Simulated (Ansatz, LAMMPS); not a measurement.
# Structural relaxation of Li+ TFSI- in propylene carbonate and sulfolane, from a frame at 400 K (145 atoms)

How does Li+ TFSI- in propylene carbonate and sulfolane, from a frame at 400 K (145 atoms) relax, and what do bonds, charges and levels look like afterwards?

Calculated with Ansatz 0.2.0; Kohn-Sham DFT, PBEsol, PAW (set soft_2), plane waves.

**1. Set-up**

The cell holds 145 atoms: 25 O, 8 S, 38 C, 66 H, 1 N, 6 F and 1 Li. Its edges and angles: a = 11.760 Å, b = 11.760 Å, c = 11.760 Å, α = 90.0°, β = 90.0°, γ = 90.0°. 3 propylene carbonate, 6 sulfolane, 1 Li+, 1 TFSI- placed at random, at 1.34 g/cm³; overlaps pushed apart, then 10 ps at 550 K with Joung-Cheatham ions (J. Phys. Chem. B 112, 9020 (2008)); MMFF94 bonds, angles, torsions, charges and radii (Halgren, J. Comput. Chem. 17, 490 (1996)) in harmonic and 12-6 forms; charges of ions scaled by 0.8. Snapshot after 30 ps at 400 K and fixed volume.

Limits known from the start: The network of contacts between molecules at the start is that of the classical potential that made the cell. The functional has no dispersion term, which matters for the binding between molecules or layers. Sampling is at Γ alone, for a cell whose shortest periodic width is 12 Å.

**2. Making the structure**

A classical potential supplies the starting structure, since it reaches far longer times than DFT.

This step: classical MD, Joung-Cheatham ions (J. Phys. Chem. B 112, 9020 (2008)); MMFF94 bonds, angles, torsions, charges and radii (Halgren, J. Comput. Chem. 17, 490 (1996)) in harmonic and 12-6 forms; charges of ions scaled by 0.8 (LAMMPS 22 Jul 2025 - Update 4).

in.lmp

```
# Li+ TFSI- in propylene carbonate and sulfolane
units real
atom_style full
boundary p p p
bond_style harmonic
angle_style harmonic
dihedral_style opls
improper_style harmonic
special_bonds lj 0 0 0.5 coul 0 0 0.75
read_data data.lmp
neigh_modify delay 0 every 1 check yes one 4000
comm_modify cutoff 12.0
timestep 0.5
thermo_style custom step time temp pe press density
thermo_modify norm yes
# push overlapping molecules apart
pair_style soft 2.6
pair_coeff * * 0.0
variable a equal ramp(1,60)
fix ad all adapt 1 pair soft a * * v_a
velocity all create 550 246188 mom yes dist gaussian
fix lim all nve/limit 0.03
fix lan all langevin 550 550 50 246189 zero yes
thermo 1000
run 3000 post no
unfix ad
pair_style lj/cut/coul/long 9.0
pair_modify mix arithmetic tail yes
pair_coeff 1 1 0.0763 3.0960   # O
pair_coeff 2 2 0.2681 3.4180   # S
pair_coeff 3 3 0.0678 3.3680   # C
pair_coeff 4 4 0.0216 2.5400   # H
pair_coeff 5 5 0.0721 3.5530   # N
pair_coeff 6 6 0.0801 2.5590   # F
# [... 22 lines left out ...]
compute msd all msd com yes
thermo 7500
fix md all nvt temp 400 400 100
run 30000 post no
print "== T400: mean square displacement over the hold $(c_msd[4]:%.2f) A^2"
unfix md
uncompute msd
write_dump all custom T400.dump id type xs ys zs modify sort id
```

Command:

```console
lmp -in in.lmp -log none -nocite
```

Numbers of over 12 decimals in the logs are rounded to 6 here.

The log of the run:

```text
LAMMPS (22 Jul 2025 - Update 4)
Reading data file ...
  orthogonal box = (0 0 0) to (11.75984 11.75984 11.75984)
  145 atoms
  orthogonal box = (0 0 0) to (11.75984 11.75984 11.75984)
  143 bonds
  274 angles
  354 dihedrals
  3 impropers
WARNING: Bond/angle/dihedral extent > half of periodic box length
   Step          Time           Temp          PotEng         Press         Density
         0   0              550            0.52159289    -3580.8256      1.3419985
      1000   500            492.75692      2.2295369      19842.209      1.3419985
      2000   1000           496.2494       1.8866499      23799.568      1.3419985
      3000   1500           483.28863      1.8136419      28592.993      1.3419985
WARNING: Bond/angle/dihedral extent > half of periodic box length
Loop time of 0.268906 s on 1 MPI rank(s) for 3000 steps with 145 atoms
PPPM initialization ...
  G vector (1/distance) = 0.30873896
  grid = 8 8 8
[... 31 lines left out ...]
Loop time of 4.3909 s on 1 MPI rank(s) for 10000 steps with 145 atoms
WARNING: Bond/angle/dihedral extent > half of periodic box length
   Step          Time           Temp          PotEng         Press         Density
[... 4 lines left out ...]
WARNING: Bond/angle/dihedral extent > half of periodic box length
Loop time of 2.13766 s on 1 MPI rank(s) for 5000 steps with 145 atoms
WARNING: Bond/angle/dihedral extent > half of periodic box length
   Step          Time           Temp          PotEng         Press         Density
[... 2 lines left out ...]
     30000   29000          385.57862     -0.23270679     4279.5386      1.3419985
     37500   36500          377.89464     -0.31885863     4884.6907      1.3419985
     45000   44000          414.25727     -0.19367298    -593.73608      1.3419985
     47000   46000          411.49965     -0.18838874     5216.7816      1.3419985
WARNING: Bond/angle/dihedral extent > half of periodic box length
Loop time of 12.7321 s on 1 MPI rank(s) for 30000 steps with 145 atoms
== T400: mean square displacement over the hold 6.76 A^2
```

It took 21 s on 1 thread of Intel Xeon 6975P-C (Granite Rapids), shared host; peak memory 0.12 GiB.

The input also reads data.lmp (atoms, bonds and types; not printed here).

**3. Single point at the start**

The forces at the start show how far the geometry lies from a minimum of this functional.

input.yaml

```yaml
crystal:
  lattice:
    - [11.75984, 0.0, 0.0]
    - [0.0, 11.75984, 0.0]
    - [0.0, 0.0, 11.75984]
  atoms:
    - { symbol: O, position: [0.09103, 0.50314, 0.78018] }
    - { symbol: S, position: [0.10878, 0.48039, 0.6593] }
    - { symbol: O, position: [0.01422, 0.46195, 0.57848] }
    - { symbol: C, position: [0.20237, 0.58856, 0.61569] }
    - { symbol: C, position: [0.31588, 0.53192, 0.62651] }
    - { symbol: C, position: [0.29859, 0.41899, 0.57774] }
    - { symbol: C, position: [0.20687, 0.36942, 0.64219] }
    - { symbol: H, position: [0.188, 0.60374, 0.52389] }
    - { symbol: H, position: [0.18484, 0.66093, 0.6709] }
    - { symbol: H, position: [0.37632, 0.59228, 0.58391] }
    - { symbol: H, position: [0.34411, 0.52702, 0.71925] }
    - { symbol: H, position: [0.2779, 0.44081, 0.49104] }
    - { symbol: H, position: [0.37341, 0.36768, 0.57954] }
    - { symbol: H, position: [0.23534, 0.33948, 0.72227] }
    - { symbol: H, position: [0.15738, 0.30288, 0.5986] }
    - { symbol: O, position: [0.57953, 0.92182, 0.15321] }
    - { symbol: S, position: [0.67533, 0.96211, 0.08512] }
    - { symbol: O, position: [0.64402, 0.02708, 0.98518] }
    - { symbol: C, position: [0.78251, 0.03631, 0.15733] }
    - { symbol: C, position: [0.89577, 0.98073, 0.13574] }
    - { symbol: C, position: [0.86546, 0.85537, 0.12294] }
    - { symbol: C, position: [0.76299, 0.84694, 0.04116] }
    - { symbol: H, position: [0.78271, 0.12537, 0.12784] }
    - { symbol: H, position: [0.77486, 0.03019, 0.2485] }
    - { symbol: H, position: [0.93235, 0.011, 0.06169] }
    - { symbol: H, position: [0.93996, 0.00469, 0.21471] }
    - { symbol: H, position: [0.93868, 0.8076, 0.10247] }
    - { symbol: H, position: [0.82318, 0.82903, 0.20408] }
    - { symbol: H, position: [0.71775, 0.76817, 0.04833] }
    - { symbol: H, position: [0.78605, 0.85828, 0.95327] }
    - { symbol: O, position: [0.61876, 0.42561, 0.25606] }
    - { symbol: S, position: [0.64396, 0.54404, 0.24638] }
    [... 107 atom lines left out ...]
    - { symbol: H, position: [0.3653, 0.14993, 0.16875] }
    - { symbol: H, position: [0.4372, 0.28505, 0.19162] }
    - { symbol: H, position: [0.45474, 0.13385, 0.97814] }
    - { symbol: H, position: [0.61035, 0.27934, 0.01188] }
    - { symbol: H, position: [0.54124, 0.27227, 0.87699] }
    - { symbol: Li, position: [0.14268, 0.52225, 0.93666] }
kpoints:
  mp_grid: { grid: [1, 1, 1] }
hamiltonian:
  xc: pbesol
scf:
  occupations: { method: fixed }
output:
  forces: true
  stress: true
  populations: true
  dos:
    method: { smearing: { sigma: 0.15 } }
    de: 0.1
    projected: { site_lists: { C: [C], F: [F], H: [H], Li: [Li], "N": ["N"] } }
  eigenvalues: true
```

Command:

```console
ansatz run input.yaml --threads 4 --pin off --max-ram 8192MiB --backend cpu --events-out ev --progress --plain --runs-dir out
```

The log of the run:

```text
Engine: ansatz 0.2.0, x86_64-unknown-linux-gnu
Pseudopotentials: kind: paw
Pseudopotential: O, paw, valence charge 6, recommended cutoff 420 eV (normal), O.paw.azcp
Pseudopotential: S, paw, valence charge 6, recommended cutoff 420 eV (normal), S.paw.azcp
Pseudopotential: C, paw, valence charge 4, recommended cutoff 420 eV (normal), C.paw.azcp
Pseudopotential: H, paw, valence charge 1, recommended cutoff 420 eV (normal), H.paw.azcp
Pseudopotential: N, paw, valence charge 5, recommended cutoff 420 eV (normal), N.paw.azcp
Pseudopotential: F, paw, valence charge 7, recommended cutoff 420 eV (normal), F.paw.azcp
Pseudopotential: Li, paw, valence charge 3, recommended cutoff 420 eV (normal), Li.paw.azcp
Functional definition: PBEsol
  exchange = pbesol_x
  correlation = pbesol_c
Crystal: 145 atoms, lattice volume = 1626.313 Å³
Basis set: ecut = 420 eV, 31799 PW (Γ), exchange–correlation on 160×160×160 points (8 copies of the dense FFT grid, shifted against one another)
Bands: 378, of which v1, the nominal top of the filled ones, is band 233 counted from 1 (232 counted from 0)
Symmetry: 1 space group operations
Space group: P1 (ITA 1), of the structure as read, at distance tolerance 1.2e-4 Å
k-points: 1
Non-local potential: O, projectors of the file, l = 0: 2, l = 1: 2, l = 2: 1
Non-local potential: S, projectors of the file, l = 0: 2, l = 1: 2, l = 2: 2
Non-local potential: C, projectors of the file, l = 0: 2, l = 1: 2, l = 2: 1
Non-local potential: H, projectors of the file, l = 0: 2, l = 1: 1
Non-local potential: N, projectors of the file, l = 0: 2, l = 1: 2, l = 2: 1
Non-local potential: F, projectors of the file, l = 0: 2, l = 1: 2, l = 2: 1
Non-local potential: Li, projectors of the file, l = 0: 3, l = 1: 2, l = 2: 1
PAW form: soft (Blöchl's): semilocal exchange-correlation on the pseudo side does not see the compensation charge
PAW frozen core: O, regenerated for the run's functional, and the local potential with it (the file was generated under x = pbe(κ = 0.804, μ = 0.219515), c = pbe(β = 0.066725))
PAW frozen core: S, regenerated for the run's functional, and the local potential with it (the file was generated under x = pbe(κ = 0.804, μ = 0.219515), c = pbe(β = 0.066725))
PAW frozen core: C, regenerated for the run's functional, and the local potential with it (the file was generated under x = pbe(κ = 0.804, μ = 0.219515), c = pbe(β = 0.066725))
PAW frozen core: N, regenerated for the run's functional, and the local potential with it (the file was generated under x = pbe(κ = 0.804, μ = 0.219515), c = pbe(β = 0.066725))
PAW frozen core: F, regenerated for the run's functional, and the local potential with it (the file was generated under x = pbe(κ = 0.804, μ = 0.219515), c = pbe(β = 0.066725))
PAW one-centre angular grid: O, 110 points (default); XC on 64 Gauss nodes
PAW one-centre angular grid: S, 110 points (default); XC on 64 Gauss nodes
PAW one-centre angular grid: C, 110 points (default); XC on 64 Gauss nodes
PAW one-centre angular grid: H, 110 points (default); XC on 64 Gauss nodes
PAW one-centre angular grid: N, 110 points (default); XC on 64 Gauss nodes
PAW one-centre angular grid: F, 110 points (default); XC on 64 Gauss nodes
PAW one-centre angular grid: Li, 110 points (default); XC on 64 Gauss nodes
Initial density: superposition of atomic densities (neutral atoms: chi_scale 0, normalization atom), corrected by the library's trained network
Initial wavefunctions: pseudopotential atomic-orbital guess
Functional: x = pbesol(κ = 0.804, μ = 0.123457), c = pbesol(β = 0.046)
SCF iter   1: F=—  HF=-36877.051259 eV  |F-HF|=—  |Δ(HF+E_count)|=         —  Δρ=7.40e-3  dr2=8.32e-1  ethr=1.77e-3  ⟨swp⟩=4.0  Hψ=1427  notcnv=0  defer=143
preconditioner: auto → Resta (q_TF=auto, 2.215 Å⁻¹)  ε∞=2.5  [insulator: Δε(μ)=4.876 eV  Ē_g=15.862 eV  n_scr=304 (ndim 8)  ℏωp=19.5 eV  f_vac=0.268  ε∞_Penn≈2.5]
SCF iter   2: F=—  HF=-36876.856659 eV  |F-HF|=—  |Δ(HF+E_count)|=   1.95e-1  Δρ=3.43e-3  dr2=1.78e-1  ethr=1.79e-4  ⟨swp⟩=2.0  Hψ=610  notcnv=0  defer=143
SCF iter   3: F=—  HF=-36876.848293 eV  |F-HF|=—  |Δ(HF+E_count)|=   8.37e-3  Δρ=1.62e-3  dr2=5.38e-2  ethr=3.82e-5  ⟨swp⟩=3.0  Hψ=464  notcnv=0  defer=143
SCF iter   4: F=—  HF=-36876.843181 eV  |F-HF|=—  |Δ(HF+E_count)|=   5.11e-3  Δρ=5.80e-4  dr2=7.02e-3  ethr=1.15e-5  ⟨swp⟩=2.0  Hψ=463  notcnv=0  defer=143
SCF iter   5: F=—  HF=-36876.843656 eV  |F-HF|=—  |Δ(HF+E_count)|=   4.74e-4  Δρ=2.99e-4  dr2=1.66e-3  ethr=1.51e-6  ⟨swp⟩=2.0  Hψ=468  notcnv=0  defer=143
SCF iter   6: F=—  HF=-36876.843887 eV  |F-HF|=—  |Δ(HF+E_count)|=   2.31e-4  Δρ=1.32e-4  dr2=2.94e-4  ethr=3.56e-7  ⟨swp⟩=2.0  Hψ=468  notcnv=0  defer=143
SCF iter   7: F=—  HF=-36876.843932 eV  |F-HF|=—  |Δ(HF+E_count)|=   4.46e-5  Δρ=5.42e-5  dr2=4.48e-5  ethr=6.31e-8  ⟨swp⟩=2.0  Hψ=655  notcnv=0  defer=142
SCF iter   8: F=—  HF=-36876.844019 eV  |F-HF|=—  |Δ(HF+E_count)|=   8.77e-5  Δρ=2.17e-5  dr2=7.13e-6  ethr=9.61e-9  ⟨swp⟩=2.0  Hψ=471  notcnv=0  defer=140
SCF iter   9: F=—  HF=-36876.844023 eV  |F-HF|=—  |Δ(HF+E_count)|=   3.86e-6  Δρ=7.25e-6  dr2=8.40e-7  ethr=1.53e-9  ⟨swp⟩=2.0  Hψ=461  notcnv=0  defer=140
SCF iter  10: F=—  HF=-36876.844024 eV  |F-HF|=—  |Δ(HF+E_count)|=   7.18e-7  Δρ=3.78e-6  dr2=2.16e-7  ethr=1.80e-10  ⟨swp⟩=2.0  Hψ=466  notcnv=0  defer=141
SCF iter  11: F=-36876.844024 eV  HF=-36876.844024 eV  |F-HF|=1.54e-8  |Δ(HF+E_count)|=   5.78e-8  Δρ=1.13e-6  dr2=2.19e-8  ethr=2.15e-11  ⟨swp⟩=17.0  Hψ=2665  notcnv=0
SCF 1 converged in 11 iterations: F = -36876.844024 eV  dr2 = 2.19e-8
  greatest PAW one-centre occupation: 1.000 electrons in one spin orbital (limit 2), on the Li atom at site 144 (counted from 0), in its partial waves of l = 0
SCF converged after 11 iterations
Free energy (F): -36876.844024 eV
Harris-Foulkes:  -36876.844024 eV  (|F-HF|=1.54e-8)
Internal energy: -36876.844024 eV  (E = F + TS)
E sigma→0 (E₀):  -36876.844024 eV
Fermi energy:    -0.685496 eV
--- Per-component energies (eV) ---
  E_band       = -3829.274868
  E_kinetic    = 11107.586385
  E_local      = -40988.861678  (includes V_loc(G=0)·N_el)
  E_nonlocal   = 3028.471330
  E_hartree    = 15727.814167
  E_xc         = -5531.779844
  E_vxc        = -6749.048338  (∫ρ·V_xc dr)
  E_paw        = -13461.159782  (= ΣΔE_a)
  E_vpaw       = -1683.034492  (= ΣTr[D̂ρ^β])
  E_aug_tail   = -0.015296  (compensation charges beyond the density's cutoff)
  E_ewald      = -6761.361671
  E_core_change = 2.462366  (= ΣΔE_core)
  E_smearing   = -0.000000  (= −TS)
  E_closure    = 0.000000  (closes the sum)
  Σ components = -36876.844024   (vs F -36876.844024, Δ=0.00e0)
--- Forces (eV/Å), atoms counted from 1 ---
  atom   1  O     -0.80538149    -0.25419719    -0.21115804
  atom   2  S     -0.75323470     0.75113709    -0.25501719
  atom   3  O      0.46063263     0.27016030     1.14053783
  atom   4  C     -0.47161974     0.22824571    -0.66821266
  atom   5  C      1.55872927     2.52441044     2.15248449
  atom   6  C      1.45935608     0.52992791    -1.35022006
  atom   7  C     -2.05092048    -1.72467167    -0.61664450
  atom   8  H     -0.22771019     0.39268263     0.20432409
  atom   9  H      0.09688954     0.30533321    -0.12009278
  atom  10  H     -0.02166123    -0.81129038     0.17820427
  atom  11  H     -0.31311970     0.13900075    -0.93884123
  atom  12  H     -0.38246076    -0.64824210    -1.08806021
  atom  13  H      0.82856075    -0.73795727    -0.12866365
  atom  14  H      0.31855544    -0.41692364     1.37573066
[...]
atom 144  H     -0.34898592     0.30918943     0.00575248
  atom 145  Li    -0.19742289    -0.02547790     0.05826123
  max |Σ_I F_I| component: 1.73e-4 eV/Å
--- Stress (GPa, compression-positive) ---
        3.175222      -0.372643      -0.389817
       -0.372643       3.942916      -0.437586
       -0.389816      -0.437586       2.761138
  P = ⅓ Tr σ = 3.2931 GPa (32.931 kbar)
--- Band table (eV) ---
  k-point 0: bands = ["-42.4102", "-27.5988", "-27.5253", "-25.2781", [... 362 levels ...], "11.0817", "11.1741", "11.1958", "11.2365", "11.2986", "11.3292", "11.3645", "11.4059", "11.4522", "11.5084", "11.5257", "11.5592"]
--- Löwdin populations: 145 sites ---
  site symbol       q [e]
     0      O      6.7665
     1      S      3.9222
     2      O      6.7468
[...]
144     Li      2.2666
  spilling = 0.016254 (of n_electrons = 466.000000)
```

The job ended after 12 s (4 threads of Intel Xeon 6975P-C (Granite Rapids), shared host; peak memory 2.2 GiB).

Read from the output:

```yaml
free_energy: -36876.8440 eV
free_energy_per_atom: -254.3231 eV/atom
scf_cycles: 11
pressure: 3.293 GPa
r_m_s_force_component: 1.203 eV/Å
longest_force: 5.674 eV/Å
fermi_energy: -0.6855 eV
spacing_of_highest_filled_and_lowest_empty_level: 4.883 eV
spilling_of_the_projection: 0.01625
```

The r.m.s. force component of 1.2 eV/Å and the pressure of 3.3 GPa set the starting point.

Neighbours are counted within 1.34 Å (H-C), 1.85 Å (C-C), 1.73 Å (C-O), 2.17 Å (C-S), 1.62 Å (C-F), 1.88 Å (O-S), 2.52 Å (O-Li), 2.02 Å (S-N).

Length of the force by element and coordination:

```
element  coordination  atoms  mean length of the force (eV/Å)  spread  least   most
      C           all     38                             2.65    1.02  0.718   5.32
      C             3      3                             2.97  0.0804   2.88   3.07
      C             4     35                             2.62    1.06  0.718   5.32
      F           all      6                            0.805   0.320  0.462   1.31
      H           all     66                             1.10   0.733  0.251   3.97
     Li           all      1                            0.207       0  0.207  0.207
      N           all      1                             3.78       0   3.78   3.78
      O           all     25                             1.75    1.20  0.498   4.93
      O             1     14                             1.41   0.684  0.498   2.63
      O             2     11                             2.19    1.54  0.620   4.93
      S           all      8                             2.79    1.29   1.09   5.67
```

(Continued in part 2 of 3.)

[Logs are printed without paths, hosts, clocks, repeated set-up lines and the standing remarks that a program may print on its own settings, such as how far it seeks lower states.]

[Hosts, paths, dates, database ids (printed as entryN), source tags and the programs' standing remarks are cut or masked in the printed files.]

[The MMFF94 radii named for the starting cell were scaled by 0.96; in molecules described by MMFF94, hydrogen bound to N, O or S took a small fixed 12-6 site in their place.]
